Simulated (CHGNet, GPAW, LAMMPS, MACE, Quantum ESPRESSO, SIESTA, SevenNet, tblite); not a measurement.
## tblite runs on amorphous Zn25Hg15S40 (80 atoms)

Aim: run amorphous Zn25Hg15S40 (80 atoms) in tblite and see how near its forces come to a plane-wave reference, and at what cost.

Calculated with tblite 0.8.0; the method is named at each step.

### 1. Set-up

The cell holds 80 atoms: 25 Zn, 15 Hg and 40 S. Its edges and angles: a = 12.129 Å, b = 12.129 Å, c = 12.129 Å, α = 90.0°, β = 90.0°, γ = 90.0°. 80 atoms (25 Zn, 15 Hg, 40 S) placed at random at 5.51 g/cm³, melted at 2500 K for 10 ps at fixed volume with the Stillinger-Weber II-VI potential (Zhou et al., Phys. Rev. B 88, 085309 (2013)). Quenched from 2500 K to 300 K at 3 K/ps and fixed volume, held 5 ps, then minimised at fixed cell.

The yardstick, on the same geometry:

```
method                 : Kohn-Sham DFT, PBE, SSSP efficiency 1.3.0 pseudopotentials, plane waves (Quantum ESPRESSO 7.5); sssp-pbe-1.3.0-efficiency, cutoffs 55/440 Ry, Γ point
r.m.s. force component : 0.3827 eV/Å
longest force          : 1.455 eV/Å
pressure               : -0.7577 GPa
time                   : 14 min on 4 MPI ranks of Arm Neoverse V2, shared host
CPU time               : 56 min
```

### 2. GFN1-xTB

Method: GFN1-xTB tight binding, diagonalisation.

Input file run.py:

```python
import numpy as np
from ase.io import read
from tblite.ase import TBLite

atoms = read("structure.xyz")
atoms.calc = TBLite(method="GFN1-xTB", electronic_temperature=580, accuracy=1.0, max_iterations=250, mixer_damping=0.4, verbosity=1)
energy = atoms.get_potential_energy()
forces = atoms.get_forces()
print(f"energy {energy:.6f} eV")
print("forces (eV/A)")
for i, (a, f) in enumerate(zip(atoms, forces)):
    print(f"{i:4d} {a.symbol:2s} {f[0]:10.5f} {f[1]:10.5f} {f[2]:10.5f}")
stress = -atoms.get_stress(voigt=False) * 160.21766
print("stress (GPa, compression positive)")
for row in stress:
    print(" ".join(f"{x:10.4f}" for x in row))
print("charges (e)")
print(np.array2string(atoms.get_charges(), precision=4, suppress_small=True, max_line_width=110, threshold=100000))
```

Input file structure.xyz:

```xyz
80
Lattice="12.12880 0.00000 0.00000 0.00000 12.12880 0.00000 0.00000 0.00000 12.12880" Properties=species:S:1:pos:R:3 pbc="T T T"
Zn 6.15100 9.94659 2.61024
Zn 9.43560 2.28834 8.97919
Zn 2.51479 4.76334 12.00496
Zn 0.97382 2.03606 10.79403
Zn 4.39293 10.46521 9.57314
Zn 4.56540 6.30479 9.17762
Zn 7.30408 4.50306 6.30115
Zn 4.38444 2.36633 9.47866
Zn 10.52865 7.33053 7.95213
Zn 10.82423 5.22218 11.07068
Zn 4.03149 0.76703 0.64331
Zn 9.55519 7.80986 4.36382
Zn 3.70050 12.05494 4.05793
Zn 1.12119 9.82396 7.09984
Zn 1.27716 4.74551 8.47160
Zn 1.31306 8.06589 10.49954
Zn 6.77903 1.99300 3.32014
Zn 0.87825 1.76620 2.51430
Zn 0.18933 10.44083 3.62469
Zn 9.63403 4.40057 2.56148
Zn 6.82585 8.37433 6.81347
Zn 0.34955 7.15866 1.77493
Zn 1.46079 1.09935 6.72724
Zn 10.90221 10.80482 9.89116
Zn 8.85245 7.73830 0.99214
Hg 7.59214 11.52721 11.11981
Hg 2.48859 10.69251 0.50905
Hg 0.55138 5.35778 4.67541
Hg 9.43233 11.50562 3.01182
Hg 6.99165 8.18633 10.38686
Hg 3.25622 4.12610 3.05888
Hg 9.72997 1.28699 0.39855
Hg 3.89140 3.48727 6.23990
Hg 10.65539 1.87123 5.26257
Hg 6.33487 6.33038 3.38491
Hg 3.26046 8.04709 3.89298
Hg 4.44605 8.00501 0.65956
Hg 9.66471 10.99621 6.53451
Hg 6.73076 0.41735 6.86684
Hg 6.63081 4.28850 0.03166
S 5.97246 2.70436 7.66819
S 6.56095 10.06181 8.53673
S 4.43041 4.44593 10.66413
S 1.82017 7.83096 5.98265
S 2.64650 6.37951 1.72180
S 11.64862 5.44207 7.04429
S 2.46639 10.31203 3.06398
S 12.05554 11.47579 5.75172
S 9.14924 8.54607 6.49449
S 9.47684 9.38599 11.40568
S 9.02977 12.01940 8.86943
S 2.25462 2.44856 0.67303
S 3.72318 8.26954 10.34793
S 6.65908 6.26562 7.91392
S 11.54031 3.40953 3.48363
S 4.67674 11.20362 5.99745
[... 20 atom lines left out ...]
S 7.75164 3.94477 9.83658
S 3.15130 5.66451 7.41725
S 0.84768 11.84608 10.71337
S 10.48486 6.02316 1.10518
```

Started as:

```bash
$ OMP_NUM_THREADS=1 python run.py > output.txt
```

What it wrote:

```text
------------------------------------------------------------
  cycle        total energy    energy error   density error
------------------------------------------------------------
      1     -180.6641341437  -1.8022440E+02   7.0570068E-01
      2     -168.4973768304   1.2166757E+01   5.3346041E-01
      3     -216.4099247934  -4.7912548E+01   1.1594760E+00
      4     -182.8092172533   3.3600708E+01   2.9996955E-01
      5     -178.9699753546   3.8392419E+00   3.4328060E-01
      6     -182.6010943898  -3.6311190E+00   1.8643222E-01
      7     -181.7192019936   8.8189240E-01   2.0556709E-01
      8     -184.0579666497  -2.3387647E+00   1.3236577E-01
      9     -184.1529077568  -9.4941107E-02   1.0700412E-01
     10     -184.2128346688  -5.9926912E-02   9.4228834E-02
     11     -184.0238303673   1.8900430E-01   1.0589316E-01
     12     -184.2146884395  -1.9085807E-01   7.4110796E-02
     13     -184.1942665410   2.0421899E-02   6.7161276E-02
     14     -184.2853937709  -9.1127230E-02   3.7918484E-02
     15     -184.2915508658  -6.1570949E-03   3.2775033E-02
     16     -184.2953449880  -3.7941222E-03   2.6235297E-02
     17     -184.3012582987  -5.9133107E-03   1.5740793E-02
     18     -184.3004240550   8.3424373E-04   8.7282896E-03
     19     -184.3023683660  -1.9443110E-03   5.8061231E-03
     20     -184.3031826042  -8.1423826E-04   3.3987040E-03
     21     -184.3033604276  -1.7782333E-04   5.4738301E-04
     22     -184.3033568730   3.5545862E-06   6.2100595E-04
     23     -184.3033681469  -1.1273944E-05   1.6030946E-04
     24     -184.3033687813  -6.3442073E-07   1.1119373E-04
     25     -184.3033691716  -3.9023118E-07   3.8153796E-05
     26     -184.3033691886  -1.7004169E-08   2.4468300E-05
     27     -184.3033692069  -1.8351443E-08   1.2363268E-05
------------------------------------------------------------
 total:                                   3.911 sec
energy -5015.150125 eV
forces (eV/A)
   0 Zn    0.01048   -0.01441    0.18745
   1 Zn   -0.42713    0.74579   -0.15127
   2 Zn    0.11084    0.01913   -0.55588
   3 Zn   -0.40776   -0.40504   -0.31795
   4 Zn   -0.12470    0.21981   -1.03887
   5 Zn    0.41185   -0.20015   -0.74577
   6 Zn    0.64820    0.28208    0.73392
   7 Zn    0.42732    0.11417   -0.17807
   8 Zn   -0.03708   -0.34903    0.11141
   9 Zn   -0.52129    0.13544   -0.17549
  10 Zn    0.43069    0.22545   -0.13333
  11 Zn    0.25909   -0.44271    0.17888
  12 Zn    0.33521   -0.31791    0.76814
  13 Zn    0.57175   -0.51062    0.24391
  14 Zn   -0.19953    0.19160   -0.31981
  15 Zn   -0.60480    0.27360    0.20521
  16 Zn   -0.12765   -0.02542   -0.26356
  17 Zn   -0.32482   -0.01351   -0.18874
  18 Zn    0.11595   -0.54331   -0.30952
  19 Zn   -0.14327    0.39966    0.02659
  20 Zn   -0.43773   -0.25340    0.25824
  21 Zn   -0.53472    0.68979   -0.50140
  22 Zn    0.53614   -0.32495    0.77590
  23 Zn    0.46417   -0.57552    0.44741
[...]
72 S    -0.00397    0.27471   -0.39250
  73 S    -0.12768   -0.05079    0.51528
  74 S    -0.09206   -0.15032    0.02561
  75 S     0.32771    0.04019   -0.65005
  76 S     0.45359    0.41528    0.24577
  77 S    -0.02899    0.12785   -0.55471
  78 S     0.40985   -0.04032   -0.18999
  79 S    -0.25933   -0.15201    0.15305
stress (GPa, compression positive)
    0.2015     0.7655    -0.2468
    0.7655    -0.1082    -0.0792
   -0.2468    -0.0792     0.5781
charges (e)
[ 0.278   0.3353  0.3721  0.388   0.3613  0.3781  0.3692  0.3892  0.4059  0.3938  0.3198  0.3946  0.3827
  0.378   0.3883  0.3957  0.3764  0.3556  0.3788  0.3864  0.3678  0.3784  0.3442  0.3683  0.3982  0.0051
  0.0722  0.1147  0.1244  0.1182  0.0906  0.0368  0.1174  0.1137  0.1111  0.1228  0.0565  0.1393  0.1191
  0.0974 -0.2361 -0.2632 -0.29   -0.2491 -0.2373 -0.2697 -0.2841 -0.2526 -0.2776 -0.2412 -0.2464 -0.2856
 -0.2687 -0.2802 -0.2565 -0.2748 -0.2893 -0.2287 -0.2329 -0.2518 -0.3162 -0.2664 -0.2978 -0.2714 -0.2811
 -0.3316 -0.3384 -0.3082 -0.2239 -0.2279 -0.2266 -0.232  -0.2934 -0.24   -0.2906 -0.2438 -0.2426 -0.277
 -0.2773 -0.3212]
```

Run time: 4.4 s. Hardware: 1 thread of Arm Neoverse V2, shared host; peak memory 0.13 GiB.

Banners, paths, timers and routine set-up lines are dropped from the logs unmarked, and long logs keep their key lines alone; longer cuts are marked.

Compared with the plane-wave run:

```yaml
r_m_s_force_component: 0.463 eV/Å
r_m_s_difference_of_force_components: 320 meV/Å
longest_difference_of_force_vectors: 1224 meV/Å
force_difference_over_r_m_s_force: 83.62 %
slope_of_forces_against_the_reference_s: 0.8822
correlation_of_force_components: 0.7292
pressure: 0.2238 GPa
pressure_difference: 0.9815 GPa
```

Length of the force difference by element (eV/Å):

```
element  atoms  mean  most
     Hg     15  0.59   1.1
      S     40  0.55   1.2
     Zn     25  0.32  0.58
```

A closer look about S51, which has 5 bonded neighbours where the commonest count for S is 4: 10 atoms, nearest first, numbered in the order of the input, with positions taken from that point.

```
atom      x      y      z  distance (Å)  bonds  Mulliken charge (e)     Fx     Fy  Fz (eV/Å)
 S51   0.00   0.00   0.00          0.00      5                -0.25   0.34   0.65      -0.52
 Zn2   0.41   2.40   0.11          2.43      4                 0.34  -0.43   0.75      -0.15
Zn24   1.87  -1.21   1.02          2.45      4                 0.37   0.46  -0.58       0.45
Hg38   0.63  -1.02  -2.33          2.63      4                 0.14  -0.36  -0.01       0.50
Hg26  -1.44  -0.49   2.25          2.72      4                 0.01   0.77  -0.05      -0.30
Hg39  -2.30   0.53  -2.00          3.09      5                 0.12  -0.28  -0.61       0.36
 S42  -2.47  -1.96  -0.33          3.17      5                -0.26  -0.70  -0.17       0.69
 S50   0.45  -2.63   2.54          3.68      4                -0.24  -1.33   0.13      -0.09
Hg32   0.70   1.40   3.66          3.98      3                 0.04  -0.42  -0.62      -0.23
 S57   1.86   2.93   1.97          3.99      4                -0.29   0.26  -0.06       0.05
```

Atoms are counted from 1 here, from 0 in the log.

Forces lie 84 % from the reference's, at 0.0013 times its CPU time (on 1 against 4 cores).

### 3. Results

```yaml
force_difference_from_the_reference: tblite GFN1-xTB, 84 %
its_cpu_time: 4.4 s
```

What this shows: Tight binding differs by 84 % (tblite GFN1-xTB); it is another model, with fitted parameters of its own, and the xTB methods hold dispersion. One electronic-structure run takes under half the reference's CPU time: tblite GFN1-xTB, at 84 % in 4.4 s against 56 min, too far off to be of use. Periodic xTB results under one method name differ between programs and library versions. The reference's pressure holds the uncorrected Pulay stress of its 55 Ry basis, so small pressure differences, and their order, may be the reference's own error. The quench rate of 3 K/ps is many orders above laboratory rates, so the cell is likely richer in defects and strain than a real sample. The network of bonds at the start is that of the classical potential that made the cell, and needn't be the one that DFT or experiment would give. The electronic-structure runs sample only Γ, in a cell whose shortest periodic width is 12 Å, which is coarse for a cell with partly filled levels. Spin–orbit coupling is left out, which matters for the levels of the heavy elements.

[Also dropped from logs without a mark: logging warnings of Python, and SIESTA's first energy breakdown and zero terms.]

[Logs are printed without paths, hosts, clocks, repeated set-up lines and the standing remarks that a program may print on its own settings, such as how far it seeks lower states.]

[Hosts, paths, dates, database ids (printed as entryN), source tags and the programs' standing remarks are cut or masked in the printed files.]
